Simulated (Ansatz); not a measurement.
## Pt wire along [110], 35 atoms a period: bands along the axis

Wanted: the relaxed geometry and the bands of the Pt wire along [110], 35 atoms a period.

Calculated with Ansatz 0.2.0; DFT PBE, plane waves, PAW; relaxation of a wire's period; PAW set soft_1, in the first sound run; inputs show where later runs differ.

### 1. The structure

The cell holds 35 atoms: 35 Pt. Its edges and angles: a = 18.710 Å, b = 20.836 Å, c = 2.807 Å, α = 90.0°, β = 90.0°, γ = 90.0°. Vacuum lies along a and b. The structure's axis is c.

### 2. Relaxing the period

Band widths follow the bond lengths, so the wire is relaxed first. The atoms and the third cell vector are free; the box across stays fixed as vacuum. A Fermi-Dirac smearing is set since the result may be a metal. The pressure printed is a third of the stress's trace over the whole box, vacuum included; only the stress along the axis is relaxed.

input.yaml

```yaml
crystal:
  lattice:
    - [18.71, 0.0, 0.0]
    - [0.0, 20.836, 0.0]
    - [0.0, 0.0, 2.8072139213]
  atoms:
    - { symbol: Pt, position: [0.287814003, 0.634730693, 0.0] }
    - { symbol: Pt, position: [0.287814003, 0.50000167, 0.0] }
    - { symbol: Pt, position: [0.287814003, 0.769459716, 0.0] }
    - { symbol: Pt, position: [0.5, 0.634730693, 0.0] }
    - { symbol: Pt, position: [0.5, 0.50000167, 0.0] }
    - { symbol: Pt, position: [0.5, 0.769459716, 0.0] }
    - { symbol: Pt, position: [0.712185997, 0.634730693, 0.0] }
    - { symbol: Pt, position: [0.712185997, 0.50000167, 0.0] }
    - { symbol: Pt, position: [0.712185997, 0.769459716, 0.0] }
    - { symbol: Pt, position: [0.181721005, 0.297908136, 0.5] }
    - { symbol: Pt, position: [0.181721005, 0.432637159, 0.5] }
    - { symbol: Pt, position: [0.181721005, 0.567366182, 0.5] }
    - { symbol: Pt, position: [0.181721005, 0.702095205, 0.5] }
    - { symbol: Pt, position: [0.393907002, 0.163179113, 0.5] }
    - { symbol: Pt, position: [0.393907002, 0.297908136, 0.5] }
    - { symbol: Pt, position: [0.393907002, 0.432637159, 0.5] }
    - { symbol: Pt, position: [0.393907002, 0.567366182, 0.5] }
    - { symbol: Pt, position: [0.393907002, 0.702095205, 0.5] }
    - { symbol: Pt, position: [0.393907002, 0.836824228, 0.5] }
    - { symbol: Pt, position: [0.606092998, 0.163179113, 0.5] }
    - { symbol: Pt, position: [0.606092998, 0.297908136, 0.5] }
    - { symbol: Pt, position: [0.606092998, 0.432637159, 0.5] }
    - { symbol: Pt, position: [0.606092998, 0.567366182, 0.5] }
    - { symbol: Pt, position: [0.606092998, 0.702095205, 0.5] }
    - { symbol: Pt, position: [0.606092998, 0.836824228, 0.5] }
    - { symbol: Pt, position: [0.818278995, 0.297908136, 0.5] }
    - { symbol: Pt, position: [0.818278995, 0.432637159, 0.5] }
    - { symbol: Pt, position: [0.818278995, 0.567366182, 0.5] }
    - { symbol: Pt, position: [0.818278995, 0.702095205, 0.5] }
    - { symbol: Pt, position: [0.287814003, 0.365272647, 0.0] }
    - { symbol: Pt, position: [0.287814003, 0.230543625, 0.0] }
    - { symbol: Pt, position: [0.5, 0.365272647, 0.0] }
    - { symbol: Pt, position: [0.5, 0.230543625, 0.0] }
    - { symbol: Pt, position: [0.712185997, 0.365272647, 0.0] }
    - { symbol: Pt, position: [0.712185997, 0.230543625, 0.0] }
kpoints:
  mp_grid: { grid: [1, 1, 29] }
scf:
  occupations: { method: fermi_dirac, width: 0.05 }
hamiltonian:
  xc: pbe
  pseudopotentials: { kind: paw, azcp: { folder: soft_1 } }
relax:
  cell: { fix: [a, b, alpha, beta, gamma] }
  max_steps: 45
  f_tol: 0.03
```

Started as:

```sh
$ ansatz run input.yaml --threads 16 --pin off --max-ram 61440MiB --backend cuda --events-out ev --progress --plain --runs-dir out --max-vram 78GiB
```

Numbers of over 12 decimals in the logs are rounded to 6 here.

Output:

```text
Engine: ansatz 0.2.0, aarch64-unknown-linux-gnu
Pseudopotentials: kind: paw
Pseudopotential: Pt, paw, valence charge 18, recommended cutoff 420 eV (normal), soft_1/Pt.paw.azcp
Functional definition: PBE
  parameter kappa = 0.804
  parameter beta = 0.066725
  exchange = pbe_x(kappa = kappa, mu = beta*pi^2/3)
  correlation = pbe_c(beta = beta)
[...]
Crystal: 35 atoms, lattice volume = 1094.369 Å³
Basis set: ecut = 420 eV, 21435 PW (Γ), exchange–correlation on 256×288×40 points (8 copies of the dense FFT grid, shifted against one another)
Bands: 378, of which v1, the nominal top of the filled ones, is band 315 counted from 1 (314 counted from 0)
Symmetry: 8 space group operations
Space group: Pmmm (ITA 47), of the structure as read, at distance tolerance 1.0e-4 Å
k-points: 15 of 29
Non-local potential: Pt, projectors of the file, l = 0: 3, l = 1: 2, l = 2: 2, l = 3: 1
PAW form: soft (Blöchl's): semilocal exchange-correlation on the pseudo side does not see the compensation charge
PAW one-centre angular grid: Pt, 590 points (default); XC on 64 Gauss nodes
Initial density: superposition of atomic densities (neutral atoms: chi_scale 0, normalization atom)
Initial wavefunctions: pseudopotential atomic-orbital guess
[...]
Functional: x = pbe(κ = 0.804, μ = 0.219515), c = pbe(β = 0.066725)
SCF iter   1: F=—  HF=-438359.957967 eV  |F-HF|=—  |Δ(HF+E_count)|=         —  Δρ=6.36e-2  dr2=9.64e1  ethr=3.10e-3  ⟨swp⟩=6.0  Hψ=19931  notcnv=0  defer=322
preconditioner: auto → LDOS  [metal: Δε(μ)=0.007 eV  Ē_g=6.720 eV  σ=0.050 eV  W_gap=0.04  n_scr=264 (ndim 8)  ℏωp=21.0 eV  f_vac=0.427  D(μ)=70.81/eV (n_scr^D=784)  β→1.0]
SCF iter   2: F=—  HF=-438356.594833 eV  |F-HF|=—  |Δ(HF+E_count)|=    3.36e0  Δρ=4.71e-2  dr2=4.00e1  ethr=3.10e-3  ⟨swp⟩=2.9  Hψ=13408  notcnv=0  defer=560
[...]
SCF iter  15: F=-438348.049425 eV  HF=-438348.049425 eV  |F-HF|=2.66e-8  |Δ(HF+E_count)|=   4.37e-9  Δρ=9.40e-7  dr2=3.15e-8  ethr=1.59e-11  ⟨swp⟩=4.0  Hψ=15695  notcnv=0
SCF 1 converged in 15 iterations: F = -438348.049425 eV  dr2 = 3.15e-8
  greatest PAW one-centre occupation: 1.000 electrons in one spin orbital (limit 2), on the Pt atom at site 22 (counted from 0), in its partial waves of l = 0
relax step   1: F+E_penalty+E_count = -438348.04942476 eV  Δ(F+E_penalty+E_count) = +0.000e0 eV  max|allowed force component| = 9.413e-1 eV/Å  Δτ_max = 0.0000 Å  P = -4.105 GPa  Ω = 1094.369 Å³  fix = [a, b, alpha, beta, gamma]  reactions: a -2.990, b -3.207 GPa  (15 SCF iters, dr2 threshold 1.00e-7 eV, accepted)
[...]
Crystal: 35 atoms, lattice volume = 1041.005 Å³
Basis set: ecut = 420 eV, 20443 PW (Γ), exchange–correlation on 256×288×40 points (8 copies of the dense FFT grid, shifted against one another)
[...]
iter 1 solved again at ethr=6.93e-4 eV; its pass at ethr=3.10e-3 eV (dr2=4.37e0 eV) is discarded
SCF iter   1: F=—  HF=-438349.202916 eV  |F-HF|=—  |Δ(HF+E_count)|=         —  Δρ=1.53e-2  dr2=4.36e0  ethr=6.93e-4  ⟨swp⟩=3.3  Hψ=29731  notcnv=0
preconditioner: auto → LDOS  [metal: Δε(μ)=0.004 eV  Ē_g=7.388 eV  σ=0.050 eV  W_gap=0.02  n_scr=240 (ndim 8)  ℏωp=21.5 eV  f_vac=0.435  D(μ)=59.49/eV (n_scr^D=616)  β→1.0]
SCF iter   2: F=—  HF=-438348.981978 eV  |F-HF|=—  |Δ(HF+E_count)|=   2.21e-1  Δρ=6.93e-3  dr2=9.04e-1  ethr=6.93e-4  ⟨swp⟩=3.1  Hψ=8809  notcnv=0
[...]
SCF iter  10: F=-438348.839058 eV  HF=-438348.839060 eV  |F-HF|=1.63e-6  |Δ(HF+E_count)|=   1.75e-7  Δρ=8.15e-6  dr2=1.92e-6  ethr=5.56e-10  ⟨swp⟩=4.0  Hψ=15758  notcnv=0
SCF 2 converged in 10 iterations: F = -438348.839058 eV  dr2 = 1.92e-6
  greatest PAW one-centre occupation: 1.000 electrons in one spin orbital (limit 2), on the Pt atom at site 33 (counted from 0), in its partial waves of l = 0
relax step   2: F+E_penalty+E_count = -438348.83905801 eV  Δ(F+E_penalty+E_count) = -7.896e-1 eV  max|allowed force component| = 6.245e-1 eV/Å  Δτ_max = 0.1625 Å  P = +4.617 GPa  Ω = 1041.005 Å³  energy of the carried Pulay correction = +1.225e-2 eV  fix = [a, b, alpha, beta, gamma]  reactions: a +4.406, b +3.294 GPa  (10 SCF iters, dr2 threshold 3.50e-6 eV, accepted)
[...]
Crystal: 35 atoms, lattice volume = 1048.180 Å³
[...]
SCF 3 converged in 10 iterations: F = -438349.421156 eV  dr2 = 1.43e-6
[...]
SCF 4 converged in 9 iterations: F = -438349.592015 eV  dr2 = 1.94e-6
[...]
SCF 5 converged in 10 iterations: F = -438349.611122 eV  dr2 = 6.47e-7
[...]
SCF 6 converged in 9 iterations: F = -438349.616129 eV  dr2 = 7.66e-7
[...]
SCF 7 converged in 10 iterations: F = -438349.616943 eV  dr2 = 2.29e-8
[...]
SCF 8 converged in 7 iterations: F = -438349.606478 eV  dr2 = 2.80e-10
[...]
SCF converged after 7 iterations
[...]
--- Relaxed structure (7 steps of the walk, 7 accepted, 1 SCFs on fresh bases) ---
  F+E_penalty+E_count = -438349.60647760 eV   max|allowed force component| = 1.931e-2 eV/Å   (the final SCF, on the basis selected at the relaxed cell)
  cell:  # Å, volume = 1058.5174 Å³
    - [18.71, 0, 0]
    - [0, 20.836, 0]
    - [0, 0, 2.715250]
  atoms:
    - { symbol: Pt, position: [0.286295, 0.631625, -1.278902153569793e-18] }
    - { symbol: Pt, position: [0.285822, 0.500000, 0] }
    - { symbol: Pt, position: [0.276100, 0.768195, -5.203628464303487e-19] }
    - { symbol: Pt, position: [0.5, 0.636645, 7.892275060436343e-19] }
    - { symbol: Pt, position: [0.5, 0.500000, 0] }
    - { symbol: Pt, position: [0.5, 0.783275, 5.692968723742464e-18] }
    - { symbol: Pt, position: [0.713705, 0.631625, -1.27890215356979e-18] }
    - { symbol: Pt, position: [0.714178, 0.500000, 0] }
    - { symbol: Pt, position: [0.723900, 0.768195, -5.203628464303462e-19] }
    - { symbol: Pt, position: [0.180649, 0.304738, 0.5] }
    - { symbol: Pt, position: [0.177285, 0.435154, 0.5] }
    - { symbol: Pt, position: [0.177285, 0.564846, 0.5] }
    - { symbol: Pt, position: [0.180649, 0.695262, 0.5] }
    - { symbol: Pt, position: [0.382317, 0.173185, 0.5] }
    - { symbol: Pt, position: [0.394214, 0.299329, 0.5] }
    - { symbol: Pt, position: [0.393964, 0.432219, 0.5] }
    - { symbol: Pt, position: [0.393964, 0.567781, 0.5] }
    - { symbol: Pt, position: [0.394214, 0.700671, 0.5] }
    - { symbol: Pt, position: [0.382317, 0.826815, 0.5] }
    - { symbol: Pt, position: [0.617683, 0.173185, 0.5] }
    - { symbol: Pt, position: [0.605786, 0.299329, 0.5] }
    - { symbol: Pt, position: [0.606036, 0.432219, 0.5] }
    - { symbol: Pt, position: [0.606036, 0.567781, 0.5] }
    - { symbol: Pt, position: [0.605786, 0.700671, 0.5] }
    - { symbol: Pt, position: [0.617683, 0.826815, 0.5] }
    - { symbol: Pt, position: [0.819351, 0.304738, 0.5] }
    - { symbol: Pt, position: [0.822715, 0.435154, 0.5] }
    - { symbol: Pt, position: [0.822715, 0.564846, 0.5] }
    - { symbol: Pt, position: [0.819351, 0.695262, 0.5] }
    - { symbol: Pt, position: [0.286295, 0.368375, 1.2789021535697901e-18] }
    - { symbol: Pt, position: [0.276100, 0.231805, 5.203628464303468e-19] }
    - { symbol: Pt, position: [0.5, 0.363355, -7.892275060436344e-19] }
    - { symbol: Pt, position: [0.5, 0.216725, -5.692968723742464e-18] }
    - { symbol: Pt, position: [0.713705, 0.368375, 1.2789021535697928e-18] }
    - { symbol: Pt, position: [0.723900, 0.231805, 5.203628464303487e-19] }
```

Run time: 22 s. Hardware: 1 × NVIDIA GB200 with 16 threads of Arm Neoverse V2, shared host; peak memory 1.6 GiB; 3.1 min of CPU time.

The steps of the relaxation:

```tsv
step	energy less that of the first step (eV)	largest force component (eV/Å)	pressure (GPa)	volume (Å³)
1	0.0000	0.9413	-4.10	1094.37
2	-0.7896	0.6245	4.62	1041.00
3	-1.3717	0.2669	1.46	1048.18
4	-1.5426	0.1104	-0.21	1059.70
5	-1.5617	0.1137	-0.02	1057.44
6	-1.5667	0.0357	-0.01	1058.53
7	-1.5675	0.0194	-0.02	1058.52
8	-1.5571	0.0193	-0.01	1058.52
```

The log counts 1 steps on a newly chosen plane-wave basis, not all of them marked here; energy and pressure can jump at such steps.

Forces are held to the 8 operations that the run works with; a distortion that breaks them can't arise in this run.

```tsv
cell as run	before	after	change
c (Å)	2.807	2.715	-3.3 %
```

The atoms that moved most (Å, along periodic axes as changes of fractional coordinates times the final cell, across vacuum about the mean position):

```tsv
atom	dx	dy	dz	length
Pt25	0.217	-0.209	0.000	0.301
Pt19	-0.217	-0.209	0.000	0.301
Pt20	0.217	0.209	0.000	0.301
Pt14	-0.217	0.209	0.000	0.301
Pt33	0.000	-0.288	0.000	0.288
Pt6	0.000	0.288	0.000	0.288
Pt9	0.219	-0.026	0.000	0.221
Pt3	-0.219	-0.026	0.000	0.221
```

Numbers from this step:

| Item | Value |
| --- | --- |
| energy at zero smearing | -438349.3367 eV |
| cell length along the wire | 2.715 Å |

The cell's length comes to 2.715 Å with spin left out.

### 3. The wire at its relaxed period

This step: DFT PBE, plane waves, PAW; bands of a perfect wire; PAW set soft_1 (Ansatz 0.2.0).

At the relaxed period the bands are computed along the axis; those that cross an energy going forward count the channels that a perfect wire would open there.

input.yaml

```yaml
crystal:
  lattice:
    - [18.71, 0.0, 0.0]
    - [0.0, 20.836, 0.0]
    - [0.0, 0.0, 2.7152502527]
  atoms:
    - { symbol: Pt, position: [0.286295099, 0.631625048, 0.0] }
    - { symbol: Pt, position: [0.285821646, 0.5, 0.0] }
    - { symbol: Pt, position: [0.276100209, 0.768195092, 0.0] }
    - { symbol: Pt, position: [0.5, 0.636644527, 0.0] }
    - { symbol: Pt, position: [0.5, 0.5, 0.0] }
    - { symbol: Pt, position: [0.5, 0.783275235, 0.0] }
    - { symbol: Pt, position: [0.713704901, 0.631625048, 0.0] }
    - { symbol: Pt, position: [0.714178354, 0.5, 0.0] }
    - { symbol: Pt, position: [0.723899791, 0.768195092, 0.0] }
    - { symbol: Pt, position: [0.18064864, 0.304737545, 0.5] }
    - { symbol: Pt, position: [0.177284984, 0.435154431, 0.5] }
    - { symbol: Pt, position: [0.177284984, 0.564845569, 0.5] }
    - { symbol: Pt, position: [0.18064864, 0.695262455, 0.5] }
    - { symbol: Pt, position: [0.382316822, 0.173185475, 0.5] }
    - { symbol: Pt, position: [0.39421382, 0.299329311, 0.5] }
    - { symbol: Pt, position: [0.393964352, 0.432219419, 0.5] }
    - { symbol: Pt, position: [0.393964352, 0.567780581, 0.5] }
    - { symbol: Pt, position: [0.39421382, 0.700670689, 0.5] }
    - { symbol: Pt, position: [0.382316822, 0.826814525, 0.5] }
    - { symbol: Pt, position: [0.617683178, 0.173185475, 0.5] }
    - { symbol: Pt, position: [0.60578618, 0.299329311, 0.5] }
    - { symbol: Pt, position: [0.606035648, 0.432219419, 0.5] }
    - { symbol: Pt, position: [0.606035648, 0.567780581, 0.5] }
    - { symbol: Pt, position: [0.60578618, 0.700670689, 0.5] }
    - { symbol: Pt, position: [0.617683178, 0.826814525, 0.5] }
    - { symbol: Pt, position: [0.81935136, 0.304737545, 0.5] }
    - { symbol: Pt, position: [0.822715016, 0.435154431, 0.5] }
    - { symbol: Pt, position: [0.822715016, 0.564845569, 0.5] }
    - { symbol: Pt, position: [0.81935136, 0.695262455, 0.5] }
    - { symbol: Pt, position: [0.286295099, 0.368374952, 0.0] }
    - { symbol: Pt, position: [0.276100209, 0.231804908, 0.0] }
    - { symbol: Pt, position: [0.5, 0.363355473, 0.0] }
    - { symbol: Pt, position: [0.5, 0.216724765, 0.0] }
    - { symbol: Pt, position: [0.713704901, 0.368374952, 0.0] }
    - { symbol: Pt, position: [0.723899791, 0.231804908, 0.0] }
kpoints:
  mp_grid: { grid: [1, 1, 30] }
  band_path: { path: ["Γ", Z], npoints: 90 }
scf:
  occupations: { method: fermi_dirac, width: 0.05 }
hamiltonian:
  xc: pbe
  pseudopotentials: { kind: paw, azcp: { folder: soft_1 } }
output:
  dos: { e_range: [-5, 4] }
  write_potential: true
  write_density: true
  volumetric_format: npy
```

Output:

```text
[...]
Crystal: 35 atoms, lattice volume = 1058.517 Å³
Basis set: ecut = 420 eV, 20819 PW (Γ)
Bands: 378, of which v1, the nominal top of the filled ones, is band 315 counted from 1 (314 counted from 0)
Symmetry: 8 space group operations
[...]
k-points: 16 of 30
[...]
SCF iter   1: F=—  HF=-438361.424902 eV  |F-HF|=—  |Δ(HF+E_count)|=         —  Δρ=6.41e-2  dr2=7.69e1  ethr=3.10e-3  ⟨swp⟩=6.3  Hψ=21051  notcnv=0  defer=430
[...]
SCF iter   6: F=—  HF=-438349.613581 eV  |F-HF|=—  |Δ(HF+E_count)|=   4.61e-4  Δρ=8.13e-4  dr2=2.13e-2  ethr=1.37e-5  ⟨swp⟩=2.0  Hψ=8196  notcnv=0  defer=635
[...]
SCF iter  11: F=—  HF=-438349.602247 eV  |F-HF|=—  |Δ(HF+E_count)|=   5.60e-3  Δρ=1.35e-5  dr2=3.27e-6  ethr=2.63e-9  ⟨swp⟩=2.0  Hψ=8828  notcnv=0  defer=635
[...]
SCF iter  13: F=-438349.602247 eV  HF=-438349.602247 eV  |F-HF|=5.59e-8  |Δ(HF+E_count)|=   3.71e-8  Δρ=1.75e-6  dr2=7.84e-8  ethr=1.59e-11  ⟨swp⟩=12.3  Hψ=26951  notcnv=0
SCF 1 converged in 13 iterations: F = -438349.602247 eV  dr2 = 7.84e-8
[...]
NSCF: frozen V_eff on 91 k-points
[...]
SCF converged after 13 iterations
[...]
```

Run time: 16 s. Hardware: 1 × NVIDIA GB200 with 16 threads; peak memory 3.4 GiB; 3.1 min of CPU time.

This step gave:

```yaml
energy_at_zero_smearing: -438349.3294 eV
band_gap_on_the_path_through_both_edges: 0 eV
```

Electronic bands along the path, in eV, zero at the Fermi level; # counts the bands kept:

```tsv
point	#54	#55	#56	#57	#58	#59	#60	#61
Γ	-0.09	-0.07	-0.05	-0.05	-0.04	-0.01	0.01	0.04
halfway	-0.11	-0.07	-0.03	-0.02	0.01	0.03	0.05	0.12
Z	0.95	1.46	1.84	2.16	2.18	2.31	2.34	2.37
```

Between Γ and Z the bands cross the Fermi level 37 times, so a perfect wire would conduct at least 37 G₀, with spin left out.

### 4. Outcome

```yaml
cell_length_pbe: 2.715 Å
ballistic_conductance_by_band_crossings_a_lower_bound_pbe: 37 G₀
```

What this shows: Under PBE the cell's length is 2.72 Å, and the bands cross the Fermi level 37 times between Γ and Z, which gives a perfect wire at least 37 G₀ (opposite crossings within one step of the path cancel in such a count). No spin was allowed, though thin wires with open d shells can turn magnetic. Spin-orbit coupling is left out, which matters for the bands of heavy atoms.

[Logs are printed without paths, hosts, clocks, repeated set-up lines and the standing remarks that a program may print on its own settings, such as how far it seeks lower states.]

[Hosts, paths, dates, database ids (printed as entryN), source tags and the programs' standing remarks are cut or masked in the printed files.]
